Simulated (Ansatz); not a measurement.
# What Ti (model cell, started as body-centred cubic) distorts into

Aim: this structure of Ti (model cell, started as body-centred cubic) is to be tested for unstable modes, and one is followed downhill.

Main program and level: Ansatz 0.2.0; DFT LDA, scalar-relativistic, plane waves, PAW; PAW set soft_1.

Report form: inputs, costs, results and the conclusion, without the logs.

This is not the structure that Ti takes at ambient pressure (hexagonal, No. 194); it is a model or a phase of other conditions.

### 1. The system as given

It takes space group Im-3m (No. 229, cubic). The conventional cell has a = 3.164 Å, b = 3.164 Å, c = 3.164 Å, α = 90.00°, β = 90.00°, γ = 90.00°. Ti has 8 Ti at 2.74 Å nearest.

### 2. Response at finite wavevector

Stability and thermal properties need the whole zone. Linear response on a 6×6×6 q mesh gives force constants as far as a supercell of that size would.

The input, input.yaml:

```yaml
crystal:
  lattice:
    - [-1.5821734396, 1.5821734396, 1.5821734396]
    - [1.5821734396, -1.5821734396, 1.5821734396]
    - [1.5821734396, 1.5821734396, -1.5821734396]
  atoms:
    - { symbol: Ti, position: [0.0, 0.0, 0.0] }
kpoints:
  mp_grid: { grid: [18, 18, 18] }
hamiltonian:
  xc: lda
  pseudopotentials: { kind: paw, azcp: { folder: soft_1 }, xc_functional: pbe }
scf:
  occupations: { method: methfessel_paxton, width: 0.2 }
output:
  eigenvalues: true
phonons:
  method: dfpt
  qmesh: [6, 6, 6]
  temperatures: { t_max: 1000, t_step: 50 }
  qpath:
    path:
      - [[0.0, 0.0, 0.0], [0.5, -0.5, 0.5], [0.0, 0.0, 0.5], [0.0, 0.0, 0.0], [0.25, 0.25, 0.25], [0.5, -0.5, 0.5]]
      - [[0.25, 0.25, 0.25], [0.0, 0.0, 0.5]]
    npoints: 10
```

Command:

```sh
$ ansatz run input.yaml --threads 8 --pin off --max-ram 16384MiB --backend cpu --events-out ev --progress --plain --runs-dir out
```

It took 64 s on 8 threads of AMD EPYC 9B45 (Zen 5), shared host; peak memory 2.7 GiB; 7.1 min of CPU time.

Numbers from this step:

```yaml
volume_per_atom: 15.84 Å³
gap_on_the_k_mesh: 0 eV
sum_rule_residual_before_enforcement: 3.72e-6 eV/Å²
lowest_frequency_on_the_path: -154.5 cm⁻¹
highest_frequency_on_path_mesh_or_solved_points: 231.9 cm⁻¹
lowest_mode_on_the_q_mesh_acoustic_modes_at_gamma_apart: -154.5 cm⁻¹
```

Frequencies (cm⁻¹) solved at each irreducible wavevector; negative means imaginary. Frequencies by wavevector, by row:

| q in reciprocal lattice units | star | mode 1 | mode 2 | mode 3 |
| --- | --- | --- | --- | --- |
| 0 0 0 | 1 | 0 | 0 | 0 |
| 0 0 0.1667 | 12 | -37.4 | 62.8 | 124.6 |
| 0 0 0.3333 | 12 | -113.8 | 104.1 | 192.7 |
| 0 0 -0.5 | 6 | -154.5 | 143.9 | 156.5 |
| 0 0.1667 0.1667 | 24 | -80 | 46.8 | 196 |
| 0 0.1667 0.3333 | 48 | -117.8 | 114.9 | 182.3 |
| 0 0.3333 0.3333 | 8 | -39.7 | 87.5 | 87.5 |
| 0.1667 0.1667 0.1667 | 8 | -107.5 | -107.5 | 197.5 |
| 0.1667 0.1667 0.3333 | 12 | -106.6 | -52.2 | 47.7 |
| 0.1667 0.1667 -0.1667 | 6 | 94.2 | 94.2 | 121.8 |
| 0.1667 0.3333 -0.3333 | 24 | 39.2 | 147.7 | 186.4 |
| 0.1667 -0.5 -0.5 | 12 | 96 | 180 | 180.6 |
| 0.1667 -0.5 -0.3333 | 24 | 135.6 | 171.4 | 202.6 |
| 0.3333 0.3333 -0.3333 | 6 | 195.2 | 200.6 | 200.6 |
| 0.3333 -0.5 -0.5 | 12 | 217.3 | 218.2 | 221 |
| -0.5 -0.5 -0.5 | 1 | 231.4 | 231.4 | 231.4 |

Interpolated from a 6×6×6 q mesh. The phonon branches at the labelled points (cm⁻¹):

| point | branch 1 | branch 2 | branch 3 |
| --- | --- | --- | --- |
| Γ | 0 | 0 | 0 |
| halfway | 119 | 147 | 147 |
| H | 231 | 231 | 231 |
| halfway | 178 | 202 | 204 |
| N | -154 | 144 | 156 |
| halfway | -68 | 79 | 171 |
| Γ | 0 | 0 | 0 |
| halfway | -90 | -90 | 212 |
| P | -103 | -103 | -103 |
| halfway | 113 | 166 | 166 |
| H | 231 | 231 | 231 |
| jump to P | -103 | -103 | -103 |
| halfway | -124 | 86 | 119 |
| N | -154 | 144 | 156 |

Symmetry leaves 16 wavevectors to solve. The lowest mode among them, the acoustic zeros apart, lies at q = (0, 0, -0.5) and is imaginary, 154.5i cm⁻¹, so the energy falls along it.

### 3. The mode frozen in, largest atomic shift 0 Å

The mode followed lies at q = (0, 0, -0.5) with frequency 154.5i cm⁻¹, the softest among the wavevectors solved. At small amplitude the pattern taken leaves space group no. 63 by a symmetry search on the positions. The undistorted cell that holds it gives the zero of energy on the same k mesh.

System of this step: Ti (model cell, started as body-centred cubic). The structure is cubic, space group Im-3m (No. 229). Conventional cell: a = 3.164 Å, b = 3.164 Å, c = 3.164 Å, α = 90.00°, β = 90.00°, γ = 90.00°. Nearest to Ti lie 8 Ti at 2.74 Å.

input.yaml, the sections that differ from step 2:

```yaml
crystal:
  lattice:
    - [-1.5821734396, 1.5821734396, 1.5821734396]
    - [1.5821734396, -1.5821734396, 1.5821734396]
    - [3.1643468792, 3.1643468792, 0.0]
  atoms:
    - { symbol: Ti, position: [0.0, 0.0, 0.0] }
    - { symbol: Ti, position: [0.5, 0.5, 0.5] }
kpoints:
  mp_grid: { grid: [16, 16, 10] }
output:
  forces: true
  stress: true
  eigenvalues: true
# hamiltonian, scf: as in step 2
# phonons: removed
```

The job ended after 0.66 s (8 threads; peak memory 0.55 GiB).

Read from the output:

```
pressure                         : -0.03964 GPa
energy from the undistorted cell : 0 meV/atom
```

The run ends at a pressure of -0.04 GPa.

### 4. The mode frozen in, largest atomic shift 0.22 Å

The atoms are moved along the unstable eigenvector, the largest shift by 0.22 Å, with the cell fixed.

input.yaml, as its differences from that of step 3:

```diff
@@ -6,4 +6,4 @@
   atoms:
-    - { symbol: Ti, position: [0.0, 0.0, 0.0] }
-    - { symbol: Ti, position: [0.5, 0.5, 0.5] }
+    - { symbol: Ti, position: [-0.0491613271, 0.0491613271, 0.0] }
+    - { symbol: Ti, position: [0.5491613271, 0.4508386729, 0.5] }
 kpoints:
```

Run time: 0.67 s. Hardware: 8 threads; peak memory 0.54 GiB.

Read from the output:

```yaml
pressure: 0.8961 GPa
energy_from_the_undistorted_cell: -42.10 meV/atom
```

The energy, extrapolated to zero smearing, is -42.10 meV/atom against the undistorted cell.

The run ends at a pressure of 0.90 GPa, with forces up to 0.062 eV/Å.

### 5. Energy along the mode, all amplitudes (two of the runs are shown above)

An imaginary frequency means negative curvature, so the energy should fall and then rise again as anharmonic terms take over.

Numbers from this step:

* depth at the lowest point sampled: 42.10 meV/atom
* largest atomic shift at that point: 0.22 Å

Table of energy from the parent by largest atomic shift:

| largest atomic shift (Å) | energy from the parent (meV/atom) |
| --- | --- |
| 0.000 | 0 |
| 0.040 | -3.13 |
| 0.080 | -11.5 |
| 0.140 | -27.7 |
| 0.220 | -42.1 |
| 0.320 | -28.1 |
| 0.450 | 49.7 |

Displacement at unit largest shift by atom:

| atom | x (Å) | y (Å) | z (Å) | size |
| --- | --- | --- | --- | --- |
| Ti1 | 0.707 | -0.707 | 0.000 | 1.000 |
| Ti2 | -0.707 | 0.707 | 0.000 | 1.000 |

The lowest step is at 0.22 Å, 42.1 meV/atom below the parent, and the energy rises beyond it.

### 6. Relaxation from the frozen mode

Starting from the lowest point found, all atoms and the cell are let go, so that strain and other modes of the same symmetry can join in.

input.yaml, as its differences from that of step 4:

```diff
@@ -19 +19,6 @@
   eigenvalues: true
+relax:
+  adjacent_minimum: "off"
+  f_tol: 0.002
+  max_steps: 120
+  cell: { stress_tol: 0.03 }
```

The job ended after 7.1 s (8 threads; peak memory 0.6 GiB; 49 s of CPU time).

Step by step:

| step | energy less that of the first step (eV) | largest force component (eV/Å) | pressure (GPa) | volume (Å³) |
| --- | --- | --- | --- | --- |
| 1 | 0.0000 | 0.0438 | 0.90 | 31.68 |
| 2 | -0.0363 | 0.0290 | 0.30 | 31.93 |
| 3 | -0.0632 | 0.0010 | 1.86 | 31.70 |
| 4 | -0.0730 | 0.0497 | -2.12 | 32.74 |
| 5 | -0.0880 | 0.0332 | -0.81 | 32.39 |
| 6 | -0.0910 | 0.0134 | 0.15 | 32.13 |
| 7 | -0.0916 | 0.0009 | 0.01 | 32.17 |
| 8 | -0.0916 | 0.0001 | 0.00 | 32.17 |
| 9* | -0.0926 | 0.0001 | 0.09 | 32.17 |
| 10 | -0.0926 | 0.0002 | -0.01 | 32.19 |
| 11* | -0.0926 | 0.0002 | -0.01 | 32.19 |

Relaxation steps marked * repeat the geometry before them on a plane-wave basis chosen anew for their cell, so energy and pressure can jump there.

The run keeps the 8 symmetry operations that the program found, so distortions that break them were not tested.

| cell as run | before | after | change |
| --- | --- | --- | --- |
| a (Å) | 2.740 | 2.863 | +4.5 % |
| b (Å) | 2.740 | 2.863 | +4.5 % |
| c (Å) | 4.475 | 4.534 | +1.3 % |
| γ (°) | 109.47 | 120.00 | +9.6 % |
| volume (Å³/atom) | 15.84 | 16.10 | +1.6 % |

The atoms that moved most (Å, as changes of fractional coordinates times the final cell):

| atom | dx | dy | dz | length |
| --- | --- | --- | --- | --- |
| Ti1 | 0.120 | -0.120 | 0.000 | 0.169 |
| Ti2 | -0.120 | 0.120 | 0.000 | 0.169 |

The relaxed structure:

```cif
data_structure
_symmetry_space_group_name_H-M 'P 1'
_symmetry_Int_Tables_number 1
_cell_length_a 2.8634
_cell_length_b 2.8634
_cell_length_c 4.5338
_cell_angle_alpha 90.000
_cell_angle_beta 90.000
_cell_angle_gamma 119.996
_cell_volume 32.19
loop_
_atom_site_label
_atom_site_type_symbol
_atom_site_fract_x
_atom_site_fract_y
_atom_site_fract_z
_atom_site_occupancy
Ti1 Ti 0.91671 0.08329 0.00000 1
Ti2 Ti 0.58329 0.41671 0.50000 1
```

Numbers from this step:

* pressure: -0.007290 GPa
* volume per atom: 16.10 Å³

The distorted start has space group Cmcm; the relaxation ends in P6_3/mmc.

### 7. The new phase in its own primitive cell

The relaxed structure is symmetrised, reduced to its primitive cell and relaxed tightly, as its phonons need.

input.yaml, the sections that differ from step 6:

```yaml
crystal:
  lattice:
    - [2.8633808776, 0.0, 0.0]
    - [-1.4316904388, 2.4797605807, 0.0]
    - [0.0, 0.0, 4.5338358476]
  atoms:
    - { symbol: Ti, position: [0.6666666667, 0.3333333333, 0.75] }
    - { symbol: Ti, position: [0.3333333333, 0.6666666667, 0.25] }
kpoints:
  mp_grid: { grid: [18, 18, 10] }
relax:
  adjacent_minimum: "off"
  f_tol: 0.001
  max_steps: 60
  cell: { stress_tol: 0.01 }
# hamiltonian, scf, output: as in step 6
```

It took 1.3 s on 8 threads; peak memory 0.5 GiB; 7.8 s of CPU time.

Little changed from the start: no atom moved by 0.005 Å and no cell edge by 0.1 %.

Read from the output:

```
pressure : 3.60e-5 GPa
```

The forces vanish by symmetry and the pressure is 0.000 GPa, within the tolerances set. The cell now holds 16.10 Å³/atom.

### 8. Modes of the new phase, k-mesh 18×18×10

A relaxed structure may still be a saddle point, so its zone-centre modes are computed. No field response is asked, since the mesh shows no gap.

input.yaml, the sections that differ from step 7:

```yaml
crystal:
  lattice:
    - [2.8635447005, 0.0, 0.0]
    - [-1.4317723503, 2.4799024555, 0.0]
    - [0.0, 0.0, 4.5341888313]
  atoms:
    - { symbol: Ti, position: [0.6666666667, 0.3333333333, 0.75] }
    - { symbol: Ti, position: [0.3333333333, 0.6666666667, 0.25] }
output:
  eigenvalues: true
phonons:
  method: dfpt
# kpoints, hamiltonian, scf: as in step 7
# relax: removed
```

Elapsed: 5.3 s, on 8 threads; peak memory 1.3 GiB; 32 s of CPU time.

Read from the output:

```yaml
sum_rule_residual_before_enforcement: 8.51e-6 eV/Å²
point_group: 6/mmm
highest_optical_mode_at_the_zone_centre_no_lo_to_term: 202.4 cm⁻¹
lowest_optical_zone_centre_mode: 114.4 cm⁻¹
```

Patterns of degenerate modes are one choice out of their space. Modes at Γ:

| mode | frequency (cm⁻¹) | symmetry |
| --- | --- | --- |
| 1 | 0.0 | acoustic |
| 2 | 0.0 | acoustic |
| 3 | 0.0 | acoustic |
| 4 | 114.4 | E2g |
| 5 | 114.4 | E2g |
| 6 | 202.4 | B1g |

Displacements in mode 5 (114.4 cm⁻¹), the largest set to 1:
```
Ti1  0.00  1.00  0.00
Ti2  0.00 -1.00  0.00
```

Displacements in mode 6 (202.4 cm⁻¹), the largest set to 1:
```
Ti1  0.00  0.00  1.00
Ti2  0.00  0.00 -1.00
```

Before it was imposed, the acoustic sum rule was missed by 8.5e-6 eV/Å². Small misses are needed for a sound result but don't prove that mesh and cutoff are converged. The lowest optical mode is real, 114 cm⁻¹.

### 9. Results

| Quantity | Value |
| --- | --- |
| unstable mode of the parent | q = (0, 0, -0.5), 154i cm⁻¹ |
| depth at the lowest point sampled | 42.1 meV/atom |
| largest atomic shift at that point | 0.22 Å |
| space group reached | P6_3/mmc |
| energy gained over the parent (first relaxation, on the mesh of the frozen mode) | 88.3 meV/atom |
| volume per atom, phase reached | 16.1 Å³ |
| lowest optical zone-centre mode, phase reached | 114 cm⁻¹ |
| highest optical mode at the zone centre (no LO-TO term), phase reached | 202 cm⁻¹ |

Along this mode the structure falls into P6_3/mmc, 88.3 meV/atom below the parent. At the parent's cell the well is 42.10 meV/atom deep on the steps tried, with its lowest point at a shift of 0.22 Å. Relaxing atoms and cell changes the gain by +46.24 meV/atom against the lowest step (energies at zero smearing). The new phase has no imaginary mode at the zone centre of its cell; other wavevectors were not checked. Of the 2 patterns followed from this parent, this one reaches the lowest energy. Each path keeps the symmetry of its pattern, so a lower phase may lie along a pattern not tried. With no gap, or one that is small against the smearing, the frequencies hang on the k mesh and the smearing, most of all near Kohn anomalies. The PAW files were made for PBE and serve the other functionals too. The starting cell was built on a prototype and not taken from a measurement, so the phase need not exist.

[Long decimals in the printed logs are rounded to 6 places.]

[Logs are printed without paths, hosts, clocks, repeated set-up lines and the standing remarks that a program may print on its own settings, such as how far it seeks lower states.]

[Hosts, paths, dates, database ids (printed as entryN), source tags and the programs' standing remarks are cut or masked in the printed files.]

[Where the starting crystal was built by hand or by swapping elements, it need not be the compound's stable phase.]
